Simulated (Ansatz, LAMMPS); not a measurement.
# Glassy 70P2O5-10Al2O3-20CaO (mol %) (58 atoms): geometry optimisation

Wanted: the relaxed structure of glassy 70P2O5-10Al2O3-20CaO (mol %) (58 atoms) and its electronic structure.

Method: Kohn-Sham DFT, PBE, PAW (set soft_2), plane waves, in Ansatz 0.2.0.

### Step 1. The structure

The cell holds 58 atoms: 14 P, 2 Al, 2 Ca and 40 O. Its edges and angles: a = 9.314 Å, b = 9.314 Å, c = 9.314 Å, α = 90.0°, β = 90.0°, γ = 90.0°. 58 atoms (14 P, 2 Al, 2 Ca, 40 O) placed at random at 2.49 g/cm³, melted at 4000 K for 10 ps at fixed volume with the Morse and Coulomb pair potential with partial charges (Pedone, Malavasi, Menziani, Cormack and Segre, J. Phys. Chem. B 110, 11780 (2006)). Quenched from 4000 K to 300 K at 5 K/ps and fixed volume, held 10 ps at zero pressure.

What the set-up can't give: The quench rate of 5 K/ps far exceeds what a furnace or splat quench reaches, so expect more defects and frozen-in strain than in a real sample. The starting topology of bonds comes from the classical model. Sampling is at Γ alone, for a cell whose shortest periodic width is 9 Å.

### Step 2. Single point at the start

A single point comes first, to see the forces before anything moves.

Input file input.yaml:

```yaml
crystal:
  lattice:
    - [9.31379, 0.0, 0.0]
    - [0.0, 9.31379, 0.0]
    - [0.0, 0.0, 9.31379]
  atoms:
    - { symbol: P, position: [0.0704, 0.79662, 0.57121] }
    - { symbol: P, position: [0.07203, 0.13986, 0.17616] }
    - { symbol: P, position: [0.76602, 0.15011, 0.05607] }
    - { symbol: P, position: [0.54085, 0.79632, 0.70352] }
    [... 48 atom lines left out ...]
    - { symbol: O, position: [0.69328, 0.23975, 0.1719] }
    - { symbol: O, position: [0.73423, 0.98942, 0.03956] }
    - { symbol: O, position: [0.12191, 0.9261, 0.65265] }
    - { symbol: O, position: [0.40128, 0.88941, 0.70685] }
    - { symbol: O, position: [0.36282, 0.35892, 0.9399] }
    - { symbol: O, position: [0.0959, 0.66224, 0.65412] }
kpoints:
  mp_grid: { grid: [1, 1, 1] }
hamiltonian:
  xc: pbe
scf:
  occupations: { method: fermi_dirac, width: 0.05 }
output:
  forces: true
  stress: true
  populations: true
  dos:
    method: { smearing: { sigma: 0.08 } }
    de: 0.1
    projected: { site_lists: { Al: [Al], Ca: [Ca], O: [O], P: [P] } }
  eigenvalues: true
```

The run is started by

```sh
> ansatz run input.yaml --threads 4 --pin off --max-ram 8192MiB --backend cpu --events-out ev --progress --plain --runs-dir out
```

Elapsed: 5.9 s, on 4 threads of Arm Neoverse V2, shared host; peak memory 0.88 GiB.

Numbers from this run:

```yaml
free_energy: -38006.0292 eV
free_energy_per_atom: -655.2764 eV/atom
scf_cycles: 10
pressure: 4.329 GPa
r_m_s_force_component: 1.506 eV/Å
longest_force: 6.626 eV/Å
fermi_energy: 5.201 eV
spacing_of_highest_filled_and_lowest_empty_level: 2.135 eV
spilling_of_the_projection: 0.01763
```

The r.m.s. force component of 1.5 eV/Å and the pressure of 4.3 GPa set the starting point.

Neighbours are counted within 1.98 Å (O-P), 2.27 Å (O-Al), 2.83 Å (O-Ca).

Length of the force by element and coordination:

| element | coordination | atoms | mean length of the force (eV/Å) | spread | least | most |
| --- | --- | --- | --- | --- | --- | --- |
| Al | all | 2 | 2.38 | 0.0491 | 2.33 | 2.43 |
| Ca | all | 2 | 1.43 | 0.158 | 1.27 | 1.58 |
| O | all | 40 | 1.75 | 0.890 | 0.575 | 4.09 |
| O | 1 | 8 | 1.22 | 0.325 | 0.695 | 1.52 |
| O | 2 | 30 | 1.85 | 0.950 | 0.575 | 4.09 |
| O | 3 | 2 | 2.36 | 0.511 | 1.85 | 2.87 |
| P | all | 14 | 3.78 | 1.33 | 2.01 | 6.63 |

### Step 3. Relaxation

With the cell held, the atoms are moved downhill towards a nearby minimum.

input.yaml, the sections that differ from step 2:

```yaml
output:
  forces: true
relax:
  f_tol: 0.03
  max_steps: 200
# crystal, kpoints, hamiltonian, scf: as in step 2
```

The job ended after 69 s (4 threads; peak memory 0.86 GiB).

Relaxation path (22 of 23):

| step | energy less that of the first step (eV) | largest force component (eV/Å) |
| --- | --- | --- |
| 1 | 0.0000 | 6.3279 |
| 2 | -2.3500 | 4.8808 |
| 3 | -4.8623 | 1.1974 |
| 4 | -5.5768 | 1.0188 |
| 5 | -6.0667 | 0.8718 |
| 6 | -6.6164 | 0.4722 |
| 7 | -6.9234 | 0.5870 |
| 8 | -7.1631 | 0.3664 |
| 9 | -7.2804 | 0.2956 |
| 10 | -7.3386 | 0.3452 |
| 11 | -7.4552 | 0.3488 |
| 13 | -7.5810 | 0.4399 |
| 14 | -7.6262 | 0.2151 |
| 15 | -7.6683 | 0.3448 |
| 16 | -7.6916 | 0.2147 |
| 17 | -7.7032 | 0.0913 |
| 18 | -7.7038 | 0.1656 |
| 19 | -7.7180 | 0.0923 |
| 20 | -7.7201 | 0.0333 |
| 21 | -7.7194 | 0.1036 |
| 22 | -7.7221 | 0.0343 |
| 23 | -7.7228 | 0.0163 |

Relaxation step 21 was tried and not accepted.

The atoms that moved most (Å):

| atom | dx | dy | dz | length |
| --- | --- | --- | --- | --- |
| O19 | -0.818 | 0.793 | -0.118 | 1.145 |
| O43 | -0.410 | -0.651 | 0.615 | 0.985 |
| O52 | 0.119 | 0.173 | 0.897 | 0.922 |
| O20 | -0.154 | 0.134 | -0.892 | 0.915 |
| O49 | 0.094 | -0.805 | 0.309 | 0.868 |
| O50 | -0.241 | 0.792 | 0.219 | 0.856 |
| O39 | -0.459 | -0.684 | 0.063 | 0.826 |
| O42 | 0.656 | -0.451 | -0.130 | 0.807 |

The relaxation changed the energy by -133 meV/atom, and atoms moved by 0.56 Å r.m.s., 1.1 Å at most.

### Step 4. Distances and neighbours after relaxation

Bonds before and after, by the cutoffs listed below:

| pair | bonds before | bonds after | mean before (Å) | mean after (Å) | spread before (Å) | spread after (Å) |
| --- | --- | --- | --- | --- | --- | --- |
| O-P | 56 | 56 | 1.532 | 1.564 | 0.036 | 0.072 |
| O-Al | 8 | 9 | 1.747 | 1.815 | 0.060 | 0.073 |
| O-Ca | 10 | 9 | 2.451 | 2.305 | 0.147 | 0.117 |

Density 2.48 g/cm³, 13.93 Å³ an atom.

g(r), total and by pair (bins of 0.2 Å):

| r (Å) | total | O-O | O-P | O-Al | O-Ca | P-P | P-Al |
| --- | --- | --- | --- | --- | --- | --- | --- |
| 1.40 | 1.23 | 0.00 | 3.69 | 0.00 | 0.00 | 0.00 | 0.00 |
| 1.60 | 3.04 | 0.00 | 9.16 | 0.00 | 0.00 | 0.00 | 0.00 |
| 1.80 | 0.60 | 0.00 | 0.38 | 10.03 | 0.00 | 0.00 | 0.00 |
| 2.00 | 0.05 | 0.00 | 0.00 | 1.08 | 0.00 | 0.00 | 0.00 |
| 2.20 | 0.19 | 0.00 | 0.00 | 0.00 | 4.06 | 0.00 | 0.00 |
| 2.40 | 0.61 | 1.06 | 0.00 | 0.00 | 2.23 | 0.00 | 0.00 |
| 2.60 | 2.18 | 4.52 | 0.00 | 0.00 | 0.58 | 0.00 | 0.00 |
| 2.80 | 0.36 | 0.56 | 0.07 | 0.00 | 0.00 | 0.40 | 2.78 |
| 3.00 | 0.98 | 1.17 | 0.19 | 0.88 | 0.45 | 5.11 | 0.00 |
| 3.20 | 0.79 | 0.88 | 0.61 | 0.00 | 0.41 | 0.32 | 7.91 |
| 3.40 | 1.04 | 0.93 | 1.58 | 0.00 | 0.36 | 0.00 | 0.00 |
| 3.60 | 0.81 | 0.62 | 1.02 | 1.88 | 0.32 | 0.26 | 0.00 |
| 3.80 | 1.00 | 0.56 | 1.57 | 1.68 | 1.41 | 0.45 | 0.00 |
| 4.00 | 1.17 | 0.63 | 2.07 | 2.52 | 0.52 | 0.20 | 0.00 |
| 4.20 | 1.02 | 0.80 | 1.33 | 1.34 | 1.36 | 0.73 | 0.68 |
| 4.40 | 1.08 | 1.21 | 0.86 | 0.83 | 1.44 | 1.50 | 1.20 |
| 4.60 | 0.98 | 0.99 | 0.76 | 0.58 | 1.69 | 2.02 | 0.56 |

Bonds by pair of elements; cutoffs follow the first minimum of g(r), held within bounds set by covalent radii, and pairs that aren't listed don't count as bonded:

| pair A-B | cutoff (Å) | bonds | mean length (Å) | spread (Å) | shortest (Å) | B about A | A about B |
| --- | --- | --- | --- | --- | --- | --- | --- |
| O-P | 2.11 | 56 | 1.56 | 0.072 | 1.46 | 1.4 | 4 |
| O-Al | 2.33 | 9 | 1.81 | 0.073 | 1.73 | 0.225 | 4.5 |
| O-Ca | 2.83 | 9 | 2.31 | 0.117 | 2.19 | 0.225 | 4.5 |

How many atoms have how many bonded neighbours:

| element | mean | 1 | 2 | 3 | 4 | 5 |
| --- | --- | --- | --- | --- | --- | --- |
| Al | 4.5 | 0 | 0 | 0 | 1 | 1 |
| Ca | 4.5 | 0 | 0 | 0 | 1 | 1 |
| O | 1.85 | 7 | 32 | 1 | 0 | 0 |
| P | 4 | 0 | 0 | 0 | 14 | 0 |

Bond angles (no mean is given where the spread exceeds 20°):

| angle | count | mean (°) | spread (°) |
| --- | --- | --- | --- |
| O-P-O | 84 | 109 | 6.2 |
| P-O-P | 16 | 139 | 10.9 |
| O-Al-O | 16 | - | - |
| O-Ca-O | 16 | - | - |
| Ca-O-P | 9 | 144 | 14.5 |

Oxygen atoms by the number of network formers (Si, P, Ge, B, Al, As, Ga) bound to them:

| network formers bound to O | O atoms | per cent |
| --- | --- | --- |
| 0 | 0 | 0 |
| 1 | 15 | 37.5 |
| 2 | 25 | 62.5 |

Network units: each former by its oxygen neighbours and how many of them bridge to another former:

| former | O neighbours | bridging O | atoms |
| --- | --- | --- | --- |
| P | 4 | 2 | 3 |
| P | 4 | 3 | 9 |
| P | 4 | 4 | 2 |
| Al | 4 | 4 | 1 |
| Al | 5 | 5 | 1 |

Bond length by coordination (bonds to H left out):

| element | coordination | atoms | mean bond length (Å) |
| --- | --- | --- | --- |
| Al | 4 | 1 | 1.77 |
| Al | 5 | 1 | 1.85 |
| Ca | 4 | 1 | 2.26 |
| Ca | 5 | 1 | 2.34 |
| O | 1 | 7 | 1.47 |
| O | 2 | 32 | 1.69 |
| O | 3 | 1 | 2.01 |

Rings of the network by King's shortest-path rule, up to 12 atoms, one path for each pair of neighbours; H, halogens, alkali and alkaline-earth atoms are left out, and the last column divides by all other atoms, bonded or not:

| ring size (atoms) | rings | per network atom |
| --- | --- | --- |
| 6 | 1 | 0.018 |
| 10 | 1 | 0.018 |
| 12 | 3 | 0.054 |

For some of the pairs, g(r) has its first main peak near 2.5 Å (O-O), 1.6 Å (O-P), 1.8 Å (O-Al), 2.3 Å (O-Ca) and 3.0 Å (P-P). Counting bonds as in the table, 50 % of Al atoms have 4 and as many 5, 50 % of Ca atoms have 4 and as many 5, 80 % of O atoms have 2 and all P atoms have 4 bonded neighbours. The O-P-O angle averages 109° with a spread of 6°. 62 % of the oxygens bridge two formers (P and Al) and 38 % are non-bridging. The commonest P unit has 4 oxygens, 3 of them shared with other formers (9 of 14 atoms). Rings of 12 atoms are the most common (60 % of those counted); sizes run from 6 to 12, where the search stops.

### Step 5. Single point at the relaxed geometry

The electronic structure is read at the final geometry, in a run of its own.

Input file input.yaml:

```yaml
crystal:
  lattice:
    - [9.31379, 0.0, 0.0]
    - [0.0, 9.31379, 0.0]
    - [0.0, 0.0, 9.31379]
  atoms:
    - { symbol: P, position: [0.09728, 0.76913, 0.56075] }
    - { symbol: P, position: [0.06589, 0.16495, 0.14929] }
    - { symbol: P, position: [0.76445, 0.20812, 0.03262] }
    - { symbol: P, position: [0.54345, 0.81255, 0.73692] }
    [... 48 atom lines left out ...]
    - { symbol: O, position: [0.65785, 0.29451, 0.12615] }
    - { symbol: O, position: [0.73178, 0.04363, 0.0629] }
    - { symbol: O, position: [0.12952, 0.91917, 0.62149] }
    - { symbol: O, position: [0.41036, 0.90201, 0.69127] }
    - { symbol: O, position: [0.38564, 0.32286, 0.89622] }
    - { symbol: O, position: [0.15813, 0.64789, 0.64614] }
kpoints:
  mp_grid: { grid: [1, 1, 1] }
hamiltonian:
  xc: pbe
scf:
  occupations: { method: fermi_dirac, width: 0.05 }
output:
  forces: true
  stress: true
  populations: intrinsic
  dos:
    method: { smearing: { sigma: 0.08 } }
    de: 0.1
    projected: { site_lists: { Al: [Al], Ca: [Ca], O: [O], P: [P] } }
  eigenvalues: true
  write_density: true
  write_potential: true
  volumetric_format: npy
  elf: true
```

It took 6.1 s on 4 threads; peak memory 0.89 GiB.

The run gave:

```
free energy                                      : -38013.7520 eV
free energy per atom                             : -655.4095 eV/atom
SCF cycles                                       : 9
pressure                                         : 0.4141 GPa
r.m.s. force component                           : 0.00591 eV/Å
longest force                                    : 0.02116 eV/Å
Fermi energy                                     : 4.818 eV
gap (highest filled to lowest empty level) : 4.425 eV
```

Intrinsic-atomic-orbital charges by element and coordination:

| element | coordination | atoms | mean charge (e) | spread | least | most |
| --- | --- | --- | --- | --- | --- | --- |
| Al | all | 2 | 1.36 | 0.0072 | 1.35 | 1.36 |
| Al | 4 | 1 | 1.35 | 0 | 1.35 | 1.35 |
| Al | 5 | 1 | 1.36 | 0 | 1.36 | 1.36 |
| Ca | all | 2 | 1.77 | 0.0052 | 1.76 | 1.77 |
| Ca | 4 | 1 | 1.77 | 0 | 1.77 | 1.77 |
| Ca | 5 | 1 | 1.76 | 0 | 1.76 | 1.76 |
| O | all | 40 | -0.911 | 0.0743 | -1.09 | -0.817 |
| O | 1 | 7 | -0.929 | 0.0214 | -0.967 | -0.904 |
| O | 2 | 32 | -0.907 | 0.0818 | -1.09 | -0.817 |
| O | 3 | 1 | -0.939 | 0 | -0.939 | -0.939 |
| P | all | 14 | 2.16 | 0.0459 | 2.09 | 2.24 |

States in the cell by windows of 1 eV, zero at the Fermi level; the larger projections on atomic orbitals stand beside the total:

| from (eV) | to (eV) | total | O p | P p | O s |
| --- | --- | --- | --- | --- | --- |
| -10 | -9 | 8.7 | 6.1 | 1.2 | 0.6 |
| -9 | -8 | 10.6 | 7.4 | 1.2 | 1.2 |
| -8 | -7 | 24.3 | 18.4 | 2.4 | 2.4 |
| -7 | -6 | 33.2 | 27.3 | 2.3 | 2.2 |
| -6 | -5 | 33.8 | 30.3 | 1.2 | 1.1 |
| -5 | -4 | 34.5 | 31.7 | 1.1 | 0.8 |
| -4 | -3 | 37.3 | 34.9 | 1.1 | 0.3 |
| -3 | -2 | 22.8 | 21.6 | 0.5 | 0.1 |
| -2 | 2 | 0.0 | 0.0 | 0.0 | 0.0 |
| 2 | 3 | 2.0 | 0.2 | 0.1 | 0.4 |
| 3 | 4 | 8.0 | 1.1 | 1.8 | 1.3 |
| 4 | 5 | 26.0 | 2.7 | 4.7 | 2.0 |

The curve was stored every 0.100 eV, coarse against its broadening of 0.08 eV, so these counts are rough.

Between -26 and -10 eV lie 127 more states.

The levels nearest the highest filled one (over half full), pooled over k-points and spins:

| level less the highest filled one (eV) | occupation |
| --- | --- |
| -0.472 | 2 |
| -0.337 | 2 |
| -0.268 | 2 |
| -0.152 | 2 |
| -0.0611 | 2 |
| 0 | 2 |
| 4.42 | 0 |
| 5.46 | 0 |
| 5.58 | 0 |
| 5.89 | 0 |
| 6.12 | 0 |
| 6.36 | 0 |

Mean intrinsic-atomic-orbital charges: Al +1.36, Ca +1.77, O -0.91, P +2.16 e.

### Step 6. Results

```yaml
energy_change_in_the_relaxation: -133.2 meV/atom
r_m_s_displacement: 0.562 Å
largest_displacement: 1.145 Å
free_energy_per_atom: -655.4095 eV/atom
pressure: 0.4141 GPa
r_m_s_force_component: 0.00591 eV/Å
spacing_of_highest_filled_and_lowest_empty_level: 4.425 eV
wall_time_of_the_3_dft_runs: 81 s
```

What this shows: Relaxation lowers the energy by 133 meV/atom and moves atoms by 0.56 Å r.m.s.; the r.m.s. force component goes from 1.5 to 0.0059 eV/Å, the pressure goes from 4.3 to 0.41 GPa, and the gap from 2.13 to 4.42 eV. By the final cutoffs 1 of 74 bonded pairs parted and 1 joined. First to last step the energy falls by 7.723 eV; the largest move, 1.14 Å, is that of O19. The O-Ca bonds change most in mean length: from 2.451 Å (spread 0.147) to 2.305 Å (spread 0.117), and their number from 10 to 9. Counting bonds as in the table, 50 % of Al atoms have 4 and as many 5, 50 % of Ca atoms have 4 and as many 5, 80 % of O atoms have 2 and all P atoms have 4 bonded neighbours. 62 % of the oxygens bridge two formers (P and Al) and 38 % are non-bridging. The highest filled and lowest empty levels differ by 4.42 eV (at Γ alone); a semilocal functional tends to put such gaps too low. In a disordered cell it changes from sample to sample, and tail or defect levels can set it.

What to keep in mind: The starting topology of bonds comes from the classical model; in DFT 1 of its 74 bonded pairs passed out of the cutoffs and 1 came within them. The stress is far from hydrostatic: its diagonal is -1.6, 2.6, 0.3 GPa, compression counted positive.

[Logs are printed without paths, hosts, clocks, repeated set-up lines and the standing remarks that a program may print on its own settings, such as how far it seeks lower states.]

[Hosts, paths, dates, database ids (printed as entryN), source tags and the programs' standing remarks are cut or masked in the printed files.]
